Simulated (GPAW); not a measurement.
# Ru: optical spectrum from first principles

Aim: the dielectric function of Ru, and the optical constants that follow from it.

Calculated with GPAW 26.7.0; DFT, LDA, plane-wave PAW (GPAW data sets), scalar-relativistic, RPA, optical limit.

## (1) Set-up

Symmetry: P6_3/mmc, No. 194, hexagonal system. Conventional cell: a = 2.706 Å, b = 2.706 Å, c = 4.282 Å, α = 90.00°, β = 90.00°, γ = 120.00°. Nearest to Ru lie 12 Ru at 2.65 to 2.71 Å.

## (2) Ground state

First the ground state: is it a metal or has it a gap?

This step: DFT, LDA, plane-wave PAW (GPAW data sets), scalar-relativistic, ground state (GPAW 26.7.0).

Contents of gs.py:

```python
from ase import Atoms
from ase.dft.bandgap import bandgap
from gpaw import GPAW, PW, FermiDirac

atoms = Atoms(['Ru', 'Ru'],
              cell=[[2.705800000000, 0.000000000000, 0.000000000000],
                    [-1.352900000000, 2.343291537600, 0.000000000000],
                    [0.000000000000, 0.000000000000, 4.281900000000]],
              scaled_positions=[[0.666666666700, 0.333333333300, 0.750000000000],
                                [0.333333333300, 0.666666666700, 0.250000000000]],
              pbc=[True, True, True])
atoms.calc = GPAW(mode=PW(500), xc='LDA', kpts={'size': (9, 9, 5), 'gamma': True},
                  occupations=FermiDirac(0.05), maxiter=150, txt='gs.txt')
print('energy (eV)', atoms.get_potential_energy())
print('Fermi level (eV)', atoms.calc.get_fermi_level())
print('valence electrons', atoms.calc.get_number_of_electrons())
print('gap (eV)', bandgap(atoms.calc, output=None)[0])
print('direct gap (eV)', bandgap(atoms.calc, direct=True, output=None)[0])
atoms.calc.write('gs.gpw')
```

Launch:

```bash
OMP_NUM_THREADS=1 python gs.py
```

Numbers of over 12 decimals in the logs are rounded to 6 here.

The program printed:

```text
__  _  _
 | _ |_)|_||  |
 |__||  | ||/\| - 26.7.0

Versions:
  Python: 3.12.14
  ASE:    3.29.0
  Numpy:  2.5.5
  Scipy:  1.18.1
  Libxc:  7.0.0

Input parameters:
  mode=PW(ecut=500.0),
  kpts=MonkhorstPack(size=(9, 9, 5), gamma=True),
  maxiter=150,
  occupations=Occupations(name='fermi-dirac', width=0.05, fixmagmom=False),
  xc=XC(name='LDA')

Diagonalizing LCAO Hamiltonian
Converting LCAO to pw mode

          Ru

        Ru

Atoms  # Å, Bohr magnetons
|   | symbol |         x |        y |        z |    initial magnetic moments |
| 0 |     Ru |  1.352900 | 0.781097 | 3.211425 | ( 0.0000,  0.0000,  0.0000) |
| 1 |     Ru | -0.000000 | 1.562194 | 1.070475 | ( 0.0000,  0.0000,  0.0000) |

Unit cell  # Å
| periodic |         x |        y |        z |  lengths |     angles |
|      yes |  2.705800 | 0.000000 | 0.000000 | 2.705800 |  90.000000 |
|      yes | -1.352900 | 2.343292 | 0.000000 | 2.705800 |  90.000000 |
|      yes |  0.000000 | 0.000000 | 4.281900 | 4.281900 | 120.000000 |

Number of symmetries: 12
Symmetry operations  # r_c * U_cc + t_c -> r_c
|    | kind |            matrix            |
|  0 |  σ   |  1, 1, 0,  0,-1, 0,  0, 0, 1 |
|  1 |  S6  |  1, 1, 0, -1, 0, 0,  0, 0,-1 |
|  2 |  E   |  1, 0, 0,  0, 1, 0,  0, 0, 1 |
|  3 |  C2  |  1, 0, 0, -1,-1, 0,  0, 0,-1 |
|  4 |  C2  |  0, 1, 0,  1, 0, 0,  0, 0,-1 |
|  5 |  C3  |  0, 1, 0, -1,-1, 0,  0, 0, 1 |
|  6 |  S6  |  0,-1, 0,  1, 1, 0,  0, 0,-1 |
|  7 |  σ   |  0,-1, 0, -1, 0, 0,  0, 0, 1 |
|  8 |  σ   | -1, 0, 0,  1, 1, 0,  0, 0, 1 |
|  9 |  i   | -1, 0, 0,  0,-1, 0,  0, 0,-1 |
| 10 |  C3  | -1,-1, 0,  1, 0, 0,  0, 0, 1 |
| 11 |  C2  | -1,-1, 0,  0, 1, 0,  0, 0,-1 |

BZ-sampling:
  Number of BZ points: 405
  Number of IBZ points: 50

  Monkhorst-Pack size: [9, 9, 5]
  Monkhorst-Pack shift: [0, 0, 0]

K-points  # in reciprocal-cell coordinates
|     |                                coordinates |     weight |
|   0 | (  0.00000000,   0.00000000,   0.00000000) | 0.00246914 |
|   1 | (  0.00000000,   0.00000000,   0.20000000) | 0.00493827 |
|   2 | (  0.00000000,   0.00000000,   0.40000000) | 0.00493827 |
|   3 | (  0.11111111,   0.00000000,  -0.40000000) | 0.01481481 |
|   4 | (  0.11111111,   0.00000000,  -0.20000000) | 0.01481481 |
|   5 | (  0.11111111,   0.00000000,   0.00000000) | 0.01481481 |
|   6 | (  0.11111111,   0.00000000,   0.20000000) | 0.01481481 |
|   7 | (  0.11111111,   0.00000000,   0.40000000) | 0.01481481 |
|   8 | (  0.22222222,  -0.11111111,   0.00000000) | 0.01481481 |
|   9 | (  0.22222222,  -0.11111111,   0.20000000) | 0.02962963 |
| ... |                                            |            |
|  49 | (  0.44444444,   0.44444444,   0.40000000) | 0.02962963 |

Plane wave coefficients: 705
Cutoff: 500.0 eV

Spin-components: 1 (collinear spins)
Bands:           24
Projectors:      12
Spin-degeneracy: 2
Datatype:        complex128

Parallelization:
  kpt:    1
  domain: 1
  band:   1

Density:
  Valence electrons: 32.0
  Components: 1
  Grid points: [14 14 24]
  Charge: 0.0  # |e|

Potential:
  Grid points: [14 14 24]

species:
  Ru:
    name:    Ruthenium
    id:
    Z:       44.0
    valence: 16
    core:    28
    charge:  0.0  # [|e|]
    compensation charges:
      type: gauss
      rc: 0.39  # [Å]
      lmax: 2
    cutoffs:
      filter: 2.16  # [Å]
      core: 1.30  # [Å]
    projectors
    | kind |    occ | energy [eV] | rcut [Å] |
    |   4s |  2.000 |     -76.385 |    1.281 |
    |   5s |  1.000 |      -4.507 |    1.281 |
    |   4p |  6.000 |     -46.536 |    1.286 |
    |   5p |  0.000 |      -1.033 |    1.286 |
    |   4d |  7.000 |      -5.402 |    1.254 |
    |    d |        |      21.810 |    1.254 |

    Using partial waves for Ru as LCAO basis

Reference energy: -246246.829911  # eV

eigensolver:
  PPCG
  Converge bands: occupied
  niter=2

density mixing:
  MSR1-Mixer
  Pratt-step length: 0.05
  Maximum mixing coefficient: 0.75
  Old densities: 10
  SVD Regularization: 0.005
  Good broyden scale: 1.0
  Trust region scale: 1.0
  Backstep threshold: 4.0
  History deletion threshold: 6.0
  Fourier metric: weight=20.0, sigma=0.015

occupation numbers:
  Fermi-Dirac:
    width: 0.0500  # eV

poisson solver:
  ecut: 4000.0  # eV

xc functional:
  name: None

convergence criteria:
- Maximum [total energy] change in last 3 cyles: 0.0005 eV / valence electron
- Maximum integral of absolute [dens]ity change: 0.0001 electrons / valence electron
- Maximum integral of absolute [eigenst]ate change: 4e-08 eV^2 / valence electron
maximum number of iterations: 150

SCF iterations
|iter     |      energy | eigst |  dens |
|iter:   1||  -23.774763 | +0.22 |       |
|iter:   2||  -23.399087 | -2.17 | -1.06 |
|iter:   3||  -21.953508 | -1.16 | -1.11 |
|iter:   4||  -21.941445 | -3.56 | -2.12 |
|iter:   5||  -21.936102 | -3.95 | -2.37 |
|iter:   6||  -21.936124c| -5.86 | -3.56 |
|iter:   7||  -21.936128c| -6.85 | -3.94 |
|iter:   8||  -21.936128c| -7.93c| -4.52c|

Converged in 8 steps
SCF loop duration: 11.805 s (1.476 s/step)
Energy contributions relative to reference atoms: (reference = -246246.829911)

Energy contributions:
  Kinetic:          -9.652122
  Coulomb:           2.024490
  Zero:             -0.465693
  External:          0.000000
  Xc:              -13.836323
  Entropy:          -0.012962
  Spinorbit:         0.000000
  ----------------------------
  Free energy:     -21.942609
  Extrapolated:    -21.936128

dipole moment: (0.000000, 0.000000, 0.000001)  # |e|*Ang

Fermi level: 13.246
Eigenvalues  # (at kpt = [0.000, 0.000, 0.000])
| band index |      eig [eV] | occ [0-2] |
|          0 |       -59.822 |     2.000 |
|        ... |               |           |
|          9 |         6.962 |     2.000 |
|         10 |        10.538 |     2.000 |
|         11 |        10.538 |     2.000 |
|         12 |        10.723 |     2.000 |
|         13 |        11.216 |     2.000 |
|         14 |        11.216 |     2.000 |
|         15 |        11.759 |     2.000 |
|         16 |        11.759 |     2.000 |
|         17 |        14.337 |     0.000 |
|         18 |        14.337 |     0.000 |
|         19 |        14.454 |     0.000 |
|         20 |        23.398 |     0.000 |
|         21 |        28.363 |     0.000 |
|         22 |        31.662 |     0.000 |
|         23 |        36.361 |     0.000 |

No gap
No difference between direct/indirect transitions

--- standard output ---
energy (eV) -21.936128
Fermi level (eV) 13.245589
valence electrons 32.0
gap (eV) 0.0
direct gap (eV) 0.0
```

Elapsed: 14 s, on 1 thread of Arm Neoverse V1, shared host; peak memory 0.14 GiB.

This step gave:

| Item | Value |
| --- | --- |
| energy | -21.94 eV |
| Fermi energy | 13.25 eV |
| electrons | 32 |

There are states at the Fermi level within the smearing, so the occupations stay smeared and the carriers get a Drude term.

## (3) Bands for the response

At the fixed density, many empty bands are solved on the mesh of the response, since the spectrum sums over them.

This step: DFT, LDA, plane-wave PAW (GPAW data sets), scalar-relativistic, bands at fixed density (GPAW 26.7.0).

Contents of nscf.py:

```python
from ase.dft.bandgap import bandgap
from gpaw import GPAW, FermiDirac

calc = GPAW('gs.gpw').fixed_density(kpts={'size': (15, 15, 8), 'gamma': True}, nbands=45, convergence={'bands': 39},
                                    occupations=FermiDirac(0.05), txt='nscf.txt')
print('gap (eV)', bandgap(calc, output=None)[0])
print('direct gap (eV)', bandgap(calc, direct=True, output=None)[0])
print('top band over the Fermi level (eV)', min(calc.get_eigenvalues(kpt=k)[38] for k in range(len(calc.get_ibz_k_points()))) - calc.get_fermi_level())
calc.write('full.gpw', mode='all')
```

Launch:

```bash
OMP_NUM_THREADS=1 python nscf.py
```

The program printed:

```text
Diagonalizing LCAO Hamiltonian
Converting LCAO to pw mode
convergence criteria:
- Maximum integral of absolute [eigenst]ate change: 4e-08 eV^2 / valence electron
maximum number of iterations: 150

SCF iterations
|iter     |      energy | eigst |  dens |
|iter:   1||             | +3.20 |       |
|iter:   2||             | +1.74 |       |
|iter:   3||             | +0.58 |       |
|iter:   4||             | -0.79 |       |
|iter:   5||             | -2.00 |       |
|iter:   6||             | -3.32 |       |
|iter:   7||             | -4.35 |       |
|iter:   8||             | -5.62 |       |
|iter:   9||             | -6.56 |       |
|iter:  10||             | -7.51c|       |
SCF steps: 10
  __  _  _
 | _ |_)|_||  |
 |__||  | ||/\| - 26.7.0

Versions:
  Python: 3.12.14
  ASE:    3.29.0
  Numpy:  2.5.5
  Scipy:  1.18.1
  Libxc:  7.0.0

Input parameters:
  mode=PW(ecut=500.0),
  convergence={'bands': 39},
  gpts=array([14, 14, 24]),
  kpts=MonkhorstPack(size=(15, 15, 8), gamma=True),
  maxiter=150,
  nbands=45,
  occupations=Occupations(name='fermi-dirac', width=0.05, fixmagmom=False),
  parallel={},
  xc=XC(name='LDA')

--- standard output ---
gap (eV) 0.0
direct gap (eV) 0.0
top band over the Fermi level (eV) 38.945102
```

Run time: 1.7 min. Hardware: 1 thread; peak memory 0.25 GiB.

## (4) Dielectric function, RPA

Local fields let the induced charge screen the field inside the cell, which as a rule lowers ε, most along directions where the density is uneven.

This step: DFT, LDA, plane-wave PAW (GPAW data sets), scalar-relativistic, RPA, optical limit (GPAW 26.7.0).

Contents of df.py:

```python
from gpaw.response.df import DielectricFunction

df = DielectricFunction('full.gpw', frequencies={'type': 'nonlinear', 'domega0': 0.03, 'omega2': 8},
                        ecut=50,
                        eta=0.15,
                        nbands=39,
                        rate=0.05,
                        txt='df.txt')
for direction in ['x', 'z']:
    df.get_dielectric_function(xc='RPA', direction=direction, filename=f'df_{direction}.csv')
```

Launch:

```bash
OMP_NUM_THREADS=1 python df.py
```

The program printed:

```text
Using integrator: PointIntegrator
NonLinearFrequencyDescriptor(from 0.000 to 117.639 eV, 554 points)
Nonperiodic BCs:  [False False False]
Using integrator: PointIntegrator
NonLinearFrequencyDescriptor(from 0.000 to 117.639 eV, 554 points)
Nonperiodic BCs:  [False False False]
Using integrator: PointIntegrator

Calculating chi0 body with:
    Ground state adapter containing:
    Number of spins: 1
    Number of kpoints: 1800
    Number of irreducible kpoints: 192
    Number of completely occupied states: 14
    Number of partially occupied states: 20

    Linear response parametrization:
    q_c: [0.0, 0.0, 0.0]
    Number of frequency points: 554
    Planewave cutoff: 50.0
    Number of bands: 39
    Number of planewaves: 23
    Broadening (eta): 0.15

Integrating chi0 body.

Symmetries of q_c:
    Direct symmetries (Uq -> q): 12
    Indirect symmetries (TUq -> q): 0
In total 12 allowed symmetries.

192 groups of equivalent kpoints. 89.333333% reduction.

Integral kind: spectral function

Calculating chi0 optical extensions with:
    Ground state adapter containing:
    Number of spins: 1
    Number of kpoints: 1800
    Number of irreducible kpoints: 192
    Number of completely occupied states: 14
    Number of partially occupied states: 20

    Linear response parametrization:
    Number of frequency points: 554
    Planewave cutoff: 50.0
    Number of bands: 39
    Number of planewaves: 23
    Broadening (eta): 0.15
Integrating chi0 head and wings.

Symmetries of q_c:
    Direct symmetries (Uq -> q): 12
    Indirect symmetries (TUq -> q): 0
In total 12 allowed symmetries.

192 groups of equivalent kpoints. 89.333333% reduction.

Integral kind: spectral function wings

Calculating drude chi0 with:
    Number of frequency points:554
    Plasma frequency decay rate: 0.05 eV

    Ground state adapter containing:
    Number of spins: 1
    Number of kpoints: 1800
    Number of irreducible kpoints: 192
    Number of completely occupied states: 14
    Number of partially occupied states: 20

Symmetries of q_c:
    Direct symmetries (Uq -> q): 12
    Indirect symmetries (TUq -> q): 0
In total 12 allowed symmetries.

192 groups of equivalent kpoints. 89.333333% reduction.

Integral kind: intraband
Plasma frequency:
[[6.57-0.j 0.  +0.j 0.  +0.j]
 [0.  +0.j 6.57-0.j 0.  -0.j]
 [0.  +0.j 0.  +0.j 8.15-0.j]]
```

Elapsed: 27 s, on 1 thread; peak memory 0.19 GiB.

Some rows of df_x.csv (energy; Re and Im without local fields; Re and Im with them):

```text
0.000000, 17302.309159, -0.000000, 17302.156924, -0.000000
0.460735, -152.339213, 55.404748, -152.410062, 55.343567
0.943989, -10.194033, 21.093168, -10.233803, 21.078231
1.451455, 21.013991, 32.033303, 20.946245, 32.029877
1.984998, 14.883212, 46.560994, 14.928669, 46.526509
2.546682, -7.812911, 38.932591, -8.020627, 39.048140
3.138794, -17.196816, 29.327591, -17.514808, 29.078876
3.763875, -13.761533, 13.803626, -13.762382, 13.553730
4.424758, -10.382845, 10.215461, -10.194796, 10.126009
5.124608, -8.651592, 6.443728, -8.721424, 6.574334
5.866977, -5.958793, 4.806966, -6.026296, 4.888442
6.655862, -4.468679, 3.155635, -4.567011, 3.147776
7.495775, -3.305863, 1.944963, -3.369845, 1.935933
8.391833, -2.015668, 1.520496, -2.066384, 1.520744
9.349861, -1.001863, 1.212945, -1.057528, 1.203742
10.376517, -0.226365, 1.146884, -0.272687, 1.155824
11.479449, 0.386965, 1.767893, 0.324028, 1.814231
12.667487, 0.563922, 1.699492, 0.468142, 1.764461
13.950874, 0.742697, 1.759570, 0.581575, 1.789760
```

Sum at mesh points, not converged in k. Table of Im ε by photon energy; read off at these points:

```tsv
photon energy (eV)	E ∥ x	E ∥ z
0.50	47.0	75.5
1.00	20.5	49.2
1.50	34.3	38.1
1.84	41.1	45.8
2.00	47.1	41.1
2.13	49.7	35.2
2.50	41.0	28.9
3.00	33.6	20.2
3.50	18.3	19.5
4.00	11.9	18.2
4.50	9.63	9.71
5.00	7.52	7.02
5.50	5.34	4.97
6.00	4.74	4.27
6.50	3.27	3.94
7.00	2.93	2.68
7.50	1.94	2.04
8.00	1.49	1.48
8.50	1.41	1.23
9.00	1.25	1.04
9.50	1.10	0.900
10.00	1.24	1.07
10.50	1.15	1.06
11.00	1.29	1.62
11.50	1.81	2.18
12.00	1.49	1.70
12.50	1.72	2.08
13.00	1.62	1.97
13.50	1.52	2.01
```

Values under 1 per cm are given as 1; sum at mesh points, not converged in k. Absorption coefficient against photon energy:

```tsv
photon energy (eV)	E ∥ x (1/cm)	E ∥ z (1/cm)
0.492	5.8e5	7.1e5
1.010	3.6e5	7.8e5
1.486	4.6e5	6.9e5
1.985	8.3e5	1.1e6
2.508	1.3e6	1.2e6
3.018	1.5e6	1.2e6
3.510	1.6e6	1.4e6
3.980	1.5e6	1.7e6
4.516	1.6e6	1.7e6
4.981	1.6e6	1.6e6
5.515	1.5e6	1.6e6
6.021	1.6e6	1.6e6
6.494	1.5e6	1.6e6
6.985	1.5e6	1.6e6
7.496	1.4e6	1.5e6
8.026	1.3e6	1.4e6
8.516	1.3e6	1.3e6
9.023	1.2e6	1.2e6
9.483	1.0e6	9.4e5
10.026	9.3e5	8.4e5
10.519	8.7e5	7.4e5
11.029	7.5e5	7.6e5
11.479	1.0e6	1.2e6
12.023	9.6e5	1.1e6
12.504	1.0e6	1.1e6
13.000	1.0e6	1.3e6
13.512	9.9e5	1.2e6
```

Sum at mesh points, not converged in k. Table of reflectivity at normal incidence by photon energy; read off at these points:

```tsv
photon energy (eV)	E ∥ x (%)	E ∥ z (%)
0.50	94.0	94.8
1.00	58.8	83.6
1.50	57.7	64.9
2.00	63.3	70.5
2.50	67.5	68.4
3.00	69.6	64.8
3.50	73.0	63.9
3.64	73.1	63.5
4.00	69.8	68.1
4.50	68.1	74.2
5.00	68.9	71.0
5.50	66.5	70.6
6.00	64.7	66.3
6.50	66.3	65.4
7.00	63.3	67.2
7.50	65.5	67.7
8.00	62.3	67.3
8.50	55.9	60.6
9.00	49.8	58.1
9.50	40.6	39.9
10.00	25.9	24.8
10.50	21.2	15.6
11.00	10.4	9.03
11.50	15.7	19.4
11.63	16.5	18.1
12.00	14.6	17.1
12.50	12.9	13.4
13.00	13.4	19.0
13.50	11.2	15.4
```

The loss function −Im 1/ε at q → 0 has structure finer than the step of the table below, so its rows give means over 0.5 eV, whole bins alone (the curve runs from 0.305 to 14.0 eV). Peaks (eV: height): E ∥ x 10.74: 0.983, 12.10: 0.665; E ∥ z 10.59: 0.962, 12.10: 0.617, 13.08: 0.542.

Sum at mesh points, not converged in k. The loss function −Im 1/ε at q → 0 by energy loss; means over each step:

```tsv
energy loss (eV)	E ∥ x	E ∥ z
1.0	0.0355	0.0125
1.5	0.0231	0.0255
2.0	0.0201	0.0228
2.5	0.0239	0.0297
3.0	0.0256	0.0395
3.5	0.0300	0.0425
4.0	0.0430	0.0388
4.5	0.0510	0.0385
5.0	0.0553	0.0508
5.5	0.0715	0.0622
6.0	0.0817	0.0804
6.5	0.0935	0.0888
7.0	0.113	0.0997
7.5	0.129	0.114
8.0	0.180	0.139
8.5	0.257	0.220
9.0	0.361	0.303
9.5	0.562	0.648
10.0	0.722	0.846
10.5	0.866	0.882
11.0	0.705	0.464
11.5	0.554	0.454
12.0	0.632	0.557
12.5	0.540	0.437
13.0	0.571	0.488
13.5	0.568	0.484
```

Sum at mesh points, not converged in k. The Im ε, E ∥ x by photon energy; read off at these points:

```tsv
photon energy (eV)	without local fields	with local fields
0.500	47.0	47.0
0.750	26.8	26.8
1.000	20.5	20.5
1.250	23.2	23.2
1.500	34.3	34.3
1.750	38.8	38.8
2.000	47.1	47.1
2.132	49.6	49.8
2.250	46.8	46.9
2.500	40.9	41.0
2.750	36.6	36.7
3.000	33.7	33.6
3.250	25.4	25.1
3.500	18.5	18.3
3.750	13.9	13.7
4.000	12.1	11.9
4.250	11.5	11.4
4.500	9.67	9.63
4.750	8.70	8.83
5.000	7.32	7.52
5.250	5.71	5.78
5.500	5.29	5.34
5.750	5.05	5.13
6.000	4.67	4.74
6.250	3.90	3.93
6.500	3.26	3.27
6.750	3.09	3.08
7.000	2.94	2.93
7.250	2.48	2.47
7.500	1.95	1.94
7.750	1.87	1.86
8.000	1.50	1.49
8.250	1.62	1.61
8.500	1.41	1.41
8.750	1.43	1.43
9.000	1.25	1.25
9.250	1.23	1.23
9.500	1.11	1.10
9.750	1.17	1.17
10.000	1.23	1.24
10.250	1.24	1.25
10.500	1.13	1.15
10.750	1.00	1.01
11.000	1.26	1.29
11.250	1.61	1.64
11.500	1.76	1.81
11.750	1.59	1.63
12.000	1.45	1.49
12.250	1.44	1.48
12.500	1.67	1.72
12.750	1.70	1.77
13.000	1.57	1.62
13.250	1.53	1.57
13.500	1.48	1.52
13.750	1.62	1.66
```

From ε follow the optical constants at some laser and lamp lines:

```tsv
wavelength (nm)	n x	k x	R (%) x	1/α x	n z	k z	R (%) z	1/α z
1550	2.13	5.786	80.3	21 nm	3.92	8.736	84.4	14 nm
1064	3.98	2.603	49.6	33 nm	2.69	5.838	77.4	15 nm
633	5.66	4.023	62.6	13 nm	4.01	5.371	70.3	9.4 nm
532	4.64	4.849	66.4	8.7 nm	3.16	4.693	67.9	9.0 nm
405	3.15	5.086	70.8	6.3 nm	2.50	3.972	64.3	8.1 nm
308	1.57	3.740	69.6	6.6 nm	2.13	4.169	68.7	5.9 nm
248	1.17	3.216	68.9	6.1 nm	1.08	3.249	71.0	6.1 nm
```

In reflection the computed colour is light grey: x = 0.312, y = 0.329, luminous reflectivity 68 %.

## (5) Summary of results

At this level (LDA, RPA) Ru is a metal. The mesh is too coarse to trust the carriers' weight, the reflectivity or the colour to better than tens of per cent. In reflection the computed colour is light grey: x = 0.312, y = 0.329, luminous reflectivity 68 %. The carriers' damping of 0.05 eV is typed, not computed; it shapes the response at the lowest energies. In this version of GPAW the matrix elements of the optical limit are incomplete, which can lower ε − 1 by up to a tenth where first-row anions or d states rule, and shift it by more in d metals. GPAW's carrier term has the form −ωp²/(ω + i·rate)², which damps like twice the rate and fails at low energy, so the curves leave the lowest energies out. The sum runs over mesh points 0.18 Å⁻¹ apart with no interpolation, so peaks are partly noise of the mesh, and the Drude plasma energy, a sum over the Fermi surface, isn't converged.

[Machine, clock and banner lines and Python warnings are left out of the logs.]

[Logs are printed without paths, hosts, clocks, repeated set-up lines and the standing remarks that a program may print on its own settings, such as how far it seeks lower states.]

[Hosts, paths, dates, database ids (printed as entryN), source tags and the programs' standing remarks are cut or masked in the printed files.]
